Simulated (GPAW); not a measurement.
# Near-edge structure at the O K edge of TiO2 (Anatase, I4_1/amd), part 4 of 4

How does the O K edge of TiO2 (Anatase, I4_1/amd) move when the bonds are compressed or stretched?

GPAW 26.7.0; X-ray absorption from dipole matrix elements to empty bands, plane-wave PAW revPBE.

So far. Step 8 (Spectrum with FCH, O atom 3): Against the first run the r.m.s. difference is 12 %. The highest intensity below 16 eV goes from 3.7 eV (2.16) to 3.8 eV (2.18). Step 10 (Spectrum with FCH, O atom 3): The scaled spectrum changes by 11 % r.m.s. The highest intensity below 16 eV goes from 3.7 eV (2.16) to 3.5 eV (2.14).

## (12) Spectrum with FCH, O atom 3

Shorter bonds are expected to push antibonding states and scattering resonances up, and longer ones down; the cell is scaled to test that.

Changed against the first core-hole run: volume scale from 1 to 1.06.

File xas.py:

```python
import numpy as np
from ase import Atoms
from ase.parallel import parprint, paropen
from gpaw import GPAW, PW, FermiDirac, Mixer, MixerDif, setup_paths
from gpaw.test import gen
setup_paths.insert(0, '.')
gen('O', name='fch1s', xcname='revPBE', corehole=(1, 0, 1), write_xml=True)
from gpaw.mpi import world
world.barrier()

atoms = Atoms('Ti4O8',
    cell=[[3.85841884, -3.85841884, 0],
     [3.85841884, 3.85841884, 0],
     [-1.92920942, 1.92920942, 4.85060408]],
    scaled_positions=[[0, 0.25, 0.5],
     [0.5, 0.75, 0.5],
     [0, 0, 0],
     [0.5, 0.5, 0],
     [0.7919, 0, 0.5838],
     [0.2919, 0.5, 0.5838],
     [0.7919, 0.25, 0.0838],
     [0.2919, 0.75, 0.0838],
     [0.2081, 0.25, 0.9162],
     [0.7081, 0.75, 0.9162],
     [0.2081, 0, 0.4162],
     [0.7081, 0.5, 0.4162]],
    pbc=True)
atoms.calc = calc = GPAW(legacy_gpaw=True, mode=PW(500, force_complex_dtype=True), xc='revPBE', setups={4: 'fch1s'},
    kpts={'size': (4, 3, 4), 'gamma': True}, occupations=FermiDirac(0.02),
    charge=0, mixer=Mixer(0.1, 5, 50), maxiter=150,
    convergence={'density': 0.0001, 'eigenstates': 1e-6}, txt='scf.txt')
energy = atoms.get_potential_energy() + calc.get_reference_energy()
ef = calc.get_fermi_level()
out = dict(energy=energy, fermi=ef, forces=atoms.get_forces().tolist())
parprint(f'all-electron energy {energy:.4f} eV, Fermi level {ef:.4f} eV')
ev = np.array([[calc.get_eigenvalues(k, s) for k in range(len(calc.get_ibz_k_points()))] for s in range(calc.get_number_of_spins())])
out['homo'], out['lumo'], out['counts'] = ev[ev < ef].max(), ev[ev > ef].min(), sorted(set((ev < ef).sum((0, 2)).tolist()))
out['filled'] = (ev[:, 0] < ef).sum(1).tolist()

from ase.units import Ha
from gpaw.xas import dipole_matrix_elements
nb = int(calc.get_number_of_electrons() / 2) + 109
top, nb = nb, nb + 8 + nb // 12
nscf = calc.fixed_density(kpts={'size': (5, 5, 5), 'gamma': True}, nbands=nb,
    convergence={'bands': top, 'eigenstates': 5e-3}, maxiter=60, txt='nscf.txt')
cell = atoms.cell.array
ops = [cell.T @ U.T @ np.linalg.inv(cell.T) for U in nscf.wfs.kd.symmetry.op_scc]
filled = [48]  # bands filled in the ground state, by spin
E = np.arange(-6, 34, 0.1)
fwhm = np.interp(E, [4, 25], [0.9, 3.5])
Y, X, zero, highest = 0, 0, 1e9, 1e9
for spin in range(nscf.get_number_of_spins()):
    wfs = nscf.wfs
    mine = wfs.bd.get_slice()  # this rank's bands
    A = dipole_matrix_elements(wfs.setups[4])
    eps = np.zeros((wfs.kd.nibzkpts, nb))
    d = np.zeros((3, A.shape[1], wfs.kd.nibzkpts, nb), complex)
    for kpt in wfs.kpt_u:
        if kpt.s == spin and 4 in kpt.P_ani:
            eps[kpt.k, mine] = kpt.eps_n * Ha
            d[:, :, kpt.k, mine] = (kpt.weight * wfs.nspins / 2) ** 0.5 * np.inner(A, kpt.P_ani[4])
    world.sum(eps)
    world.sum(d)
    T = np.einsum('amkn,bmkn->abkn', d, d.conj()).real
    T = sum(np.einsum('ai,ijkn,bj->abkn', R, T, R) for R in ops) / len(ops)
    empty = np.ones_like(eps, bool) & (np.arange(nb) >= filled[spin])
    zero, highest = min(zero, eps[empty].min()), min(highest, eps[:, top - 1].min())
    lines = [(eps, T, empty)] if spin == 0 else lines + [(eps, T, empty)]
for eps, T, empty in lines:
    f = np.einsum('aakn->akn', T).reshape(3, -1)
    x = eps.ravel() - zero
    w = np.interp(x, E, fwhm) / 2.35482
    g = np.exp(-0.5 * ((E[:, None] - x) / w) ** 2) / (w * (2 * np.pi) ** 0.5)
    Y = Y + (f * empty.ravel()) @ g.T
    X = X + (f * ~empty.ravel()) @ g.T
out.update(E=E.round(2).tolist(), xas=Y.tolist(), xes=X.tolist(), zero=zero, valid=highest - zero, nk=len(eps), nb=nb)
for i in range(0, len(E), 10):
    parprint(f'{E[i]:7.2f}', *(f'{v:10.3e}' for v in Y[:, i]))
import json
with paropen('out.json', 'w') as f:
    json.dump(out, f)
```

Run with:

```bash
$ OMP_NUM_THREADS=1 mpirun -n 4 gpaw python xas.py
```

Numbers of over 12 decimals in the logs are rounded to 6 here.

Output:

```text
Input parameters:
  convergence: {density: 0.0001,
                eigenstates: 1e-06}
  kpts: {gamma: True,
         size: (4, 3, 4)}
  maxiter: 150
  mixer: {backend: pulay,
          beta: 0.1,
          method: separate,
          nmaxold: 5,
          weight: 50}
  mode: {ecut: 500.0,
         force_complex_dtype: True,
         name: pw}
  occupations: {fixmagmom: False,
                name: fermi-dirac,
[...]
*p    :    -0.060364
*d    :     0.000000
--------------------------------

Diagonalizing with gridspacing h=0.050

state   all-electron     PAW
-------------------------------
2s:      -1.610682    -1.612130
2p:      -1.060364    -1.066633
*d:                   -0.064109
*f:                   -0.013753
-------------------------------
all-electron energy -108814.2707 eV, Fermi level 4.4557 eV
[...]
32.00  5.630e-05  5.606e-05  7.449e-05
  33.00  6.208e-05  6.758e-05  7.206e-05
[key lines of the parts left out:]
Converged after 19 iterations.
Dipole moment: (0.180434, -0.180434, 0.040566) |e|*Ang
Free energy:   -119.871731
Fermi level: 4.45568
```

Wall time 2.8 min (4 MPI ranks of Arm Neoverse V1, shared host); peak memory 0.49 GiB.

| E (eV) | first run | this run |
| --- | --- | --- |
| -2.0 | 0.00 | 0.00 |
| -1.0 | 0.00 | 0.00 |
| 0.0 | 0.08 | 0.12 |
| 1.0 | 1.77 | 1.88 |
| 2.0 | 0.89 | 0.73 |
| 3.0 | 1.26 | 1.94 |
| 4.0 | 2.07 | 1.78 |
| 5.0 | 0.85 | 0.30 |
| 6.0 | 0.07 | 0.05 |
| 7.0 | 0.16 | 0.19 |
| 8.0 | 0.43 | 0.51 |
| 9.0 | 0.85 | 0.92 |
| 10.0 | 1.07 | 1.10 |
| 11.0 | 0.93 | 0.97 |
| 12.0 | 0.82 | 0.98 |
| 13.0 | 1.06 | 1.38 |
| 14.0 | 1.53 | 1.84 |
| 15.0 | 1.88 | 1.81 |
| 16.0 | 1.64 | 1.24 |
| 17.0 | 1.05 | 0.75 |
| 18.0 | 0.65 | 0.58 |
| 19.0 | 0.58 | 0.65 |
| 20.0 | 0.72 | 0.83 |
| 21.0 | 0.89 | 0.95 |
| 22.0 | 0.97 | 0.94 |
| 23.0 | 0.92 | 0.85 |
| 24.0 | 0.82 | 0.75 |
| 25.0 | 0.72 | 0.65 |
| 26.0 | 0.63 | 0.60 |
| 27.0 | 0.58 | 0.61 |
| 28.0 | 0.60 | 0.69 |
| 29.0 | 0.67 | 0.79 |
| 30.0 | 0.76 | 0.90 |
| 31.0 | 0.86 | 1.02 |
| 32.0 | 0.96 | 1.13 |

Against the first run the r.m.s. difference is 21 %. A shift of -0.2 eV leaves 13 %. The highest intensity below 16 eV goes from 3.7 eV (2.16) to 3.3 eV (2.12).

The photon energy of the zero moves by -0.14 eV.

## (13) The volumes side by side

| volume | nearest distance (Å) | shift of the zero (eV) | maximum 1 (eV above own zero) | maximum 2 (eV above own zero) | maximum 3 (eV above own zero) | maximum 4 (eV above own zero) |
| --- | --- | --- | --- | --- | --- | --- |
| 0.94 | 1.894 | +0.14 | 1.4 | 4.0 | 10.1 | 15.8 |
| 0.97 | 1.914 | +0.07 | 1.3 | 3.8 | 10.1 | 15.5 |
| 1 | 1.934 | +0.00 | 1.2 | 3.7 | 10.0 | 15.1 |
| 1.03 | 1.953 | -0.07 | 1.2 | 3.5 | 10.0 | 14.8 |
| 1.06 | 1.972 | -0.14 | 1.1 | 3.3 | 10.0 | 14.5 |

The curves, each shifted by its zero's change so that they share one photon-energy axis, counted from the zero at V × 1:

| E (eV) | V × 0.94 | V × 0.97 | V × 1 | V × 1.03 | V × 1.06 |
| --- | --- | --- | --- | --- | --- |
| -2.0 | 0.00 | 0.00 | 0.00 | 0.00 | 0.00 |
| -1.0 | 0.00 | 0.00 | 0.00 | 0.00 | 0.00 |
| 0.0 | 0.02 | 0.04 | 0.08 | 0.14 | 0.24 |
| 1.0 | 1.15 | 1.49 | 1.77 | 1.91 | 1.91 |
| 2.0 | 1.47 | 1.15 | 0.89 | 0.71 | 0.68 |
| 3.0 | 0.43 | 0.72 | 1.26 | 1.80 | 2.07 |
| 4.0 | 2.12 | 2.17 | 2.07 | 1.89 | 1.60 |
| 5.0 | 1.69 | 1.30 | 0.85 | 0.45 | 0.18 |
| 6.0 | 0.39 | 0.15 | 0.07 | 0.06 | 0.07 |
| 7.0 | 0.12 | 0.14 | 0.16 | 0.19 | 0.22 |
| 8.0 | 0.32 | 0.37 | 0.43 | 0.50 | 0.57 |
| 9.0 | 0.72 | 0.79 | 0.85 | 0.91 | 0.97 |
| 10.0 | 1.03 | 1.05 | 1.07 | 1.08 | 1.10 |
| 11.0 | 0.95 | 0.93 | 0.93 | 0.93 | 0.95 |
| 12.0 | 0.73 | 0.76 | 0.82 | 0.91 | 1.02 |
| 13.0 | 0.78 | 0.91 | 1.06 | 1.25 | 1.45 |
| 14.0 | 1.09 | 1.30 | 1.53 | 1.73 | 1.88 |
| 15.0 | 1.56 | 1.76 | 1.88 | 1.87 | 1.75 |
| 16.0 | 1.83 | 1.79 | 1.64 | 1.40 | 1.16 |
| 17.0 | 1.54 | 1.30 | 1.05 | 0.84 | 0.71 |
| 18.0 | 0.99 | 0.78 | 0.65 | 0.59 | 0.58 |
| 19.0 | 0.62 | 0.57 | 0.58 | 0.62 | 0.67 |
| 20.0 | 0.60 | 0.65 | 0.72 | 0.79 | 0.85 |
| 21.0 | 0.75 | 0.83 | 0.89 | 0.94 | 0.96 |
| 22.0 | 0.91 | 0.95 | 0.97 | 0.96 | 0.93 |
| 23.0 | 0.96 | 0.95 | 0.92 | 0.88 | 0.83 |
| 24.0 | 0.90 | 0.86 | 0.82 | 0.77 | 0.73 |
| 25.0 | 0.81 | 0.76 | 0.72 | 0.68 | 0.64 |
| 26.0 | 0.72 | 0.67 | 0.63 | 0.60 | 0.60 |
| 27.0 | 0.63 | 0.60 | 0.58 | 0.59 | 0.62 |
| 28.0 | 0.57 | 0.58 | 0.60 | 0.65 | 0.70 |
| 29.0 | 0.58 | 0.62 | 0.67 | 0.74 | 0.81 |
| 30.0 | 0.64 | 0.70 | 0.76 | 0.84 | 0.92 |
| 31.0 | 0.71 | 0.78 | 0.86 | 0.94 | 1.03 |
| 32.0 | 0.79 | 0.87 | 0.96 | 1.06 | 1.14 |

## (14) What came out

```json
{
 "absorber and edge": "O K, atom 3 of the ground-state input (counted from 1)",
 "surroundings": "2 Ti at 1.93 Å and 1 Ti at 1.98 Å (distorted T-shaped, site symmetry 2mm)",
 "highest intensity below 16 eV": "3.7 eV above the zero, height 2.16",
 "photon energy of the zero, with the added terms": "529.2 eV (raw 538.1 eV; uncertain by a few eV)"
}
```

What this shows: From V × 0.94 to V × 1.06 the nearest distance grows by 0.077 Å and the zero moves by -0.28 eV. Above their own zero, the maxima move from 1.4 to 1.1 eV, from 4.0 to 3.3 eV, from 10.1 to 10.0 eV and from 15.8 to 14.5 eV. The one highest in energy moves most, in the direction that the rule ΔE·R² ≈ constant for scattering resonances gives. The O K edge of atom 3, with 2 Ti at 1.93 Å and 1 Ti at 1.98 Å (distorted T-shaped, site symmetry 2mm), has its highest intensity of the first 16 eV at 3.7 eV above the zero, near 533 eV in photon energy (uncertain by a few eV), 2.2 times the mean level of the first 20 eV (Gaussian full width 0.9 eV up to 4 eV, rising linearly to 3.5 eV at 25 eV). At the O K edge of atom 3 polarisation matters most near 3.7 eV, where the curves differ by 1.4 on this scale. The holes are only 5.4 Å apart, so the shape is probably not converged with cell size; no larger cell was run here. The mesh is coarse (0.27 Å⁻¹ between points), so small maxima may be mesh ripples. The structure is a published determination, not relaxed.

[Banner, clock and machine lines of the logs are left out without a mark of their own.]

[Logs are printed without paths, hosts, clocks, repeated set-up lines and the standing remarks that a program may print on its own settings, such as how far it seeks lower states.]

[Hosts, paths, dates, database ids (printed as entryN), source tags and the programs' standing remarks are cut or masked in the printed files.]

[Lists of maxima count a maximum above −3 eV only where it reaches 4 % of the highest in the window and stands out from its surroundings by 2 % of it (1.5 % where it reaches 55 %); shoulders and weaker maxima are passed over, and of the rest the first, up to two pre-edge ones and the few strongest are named.]
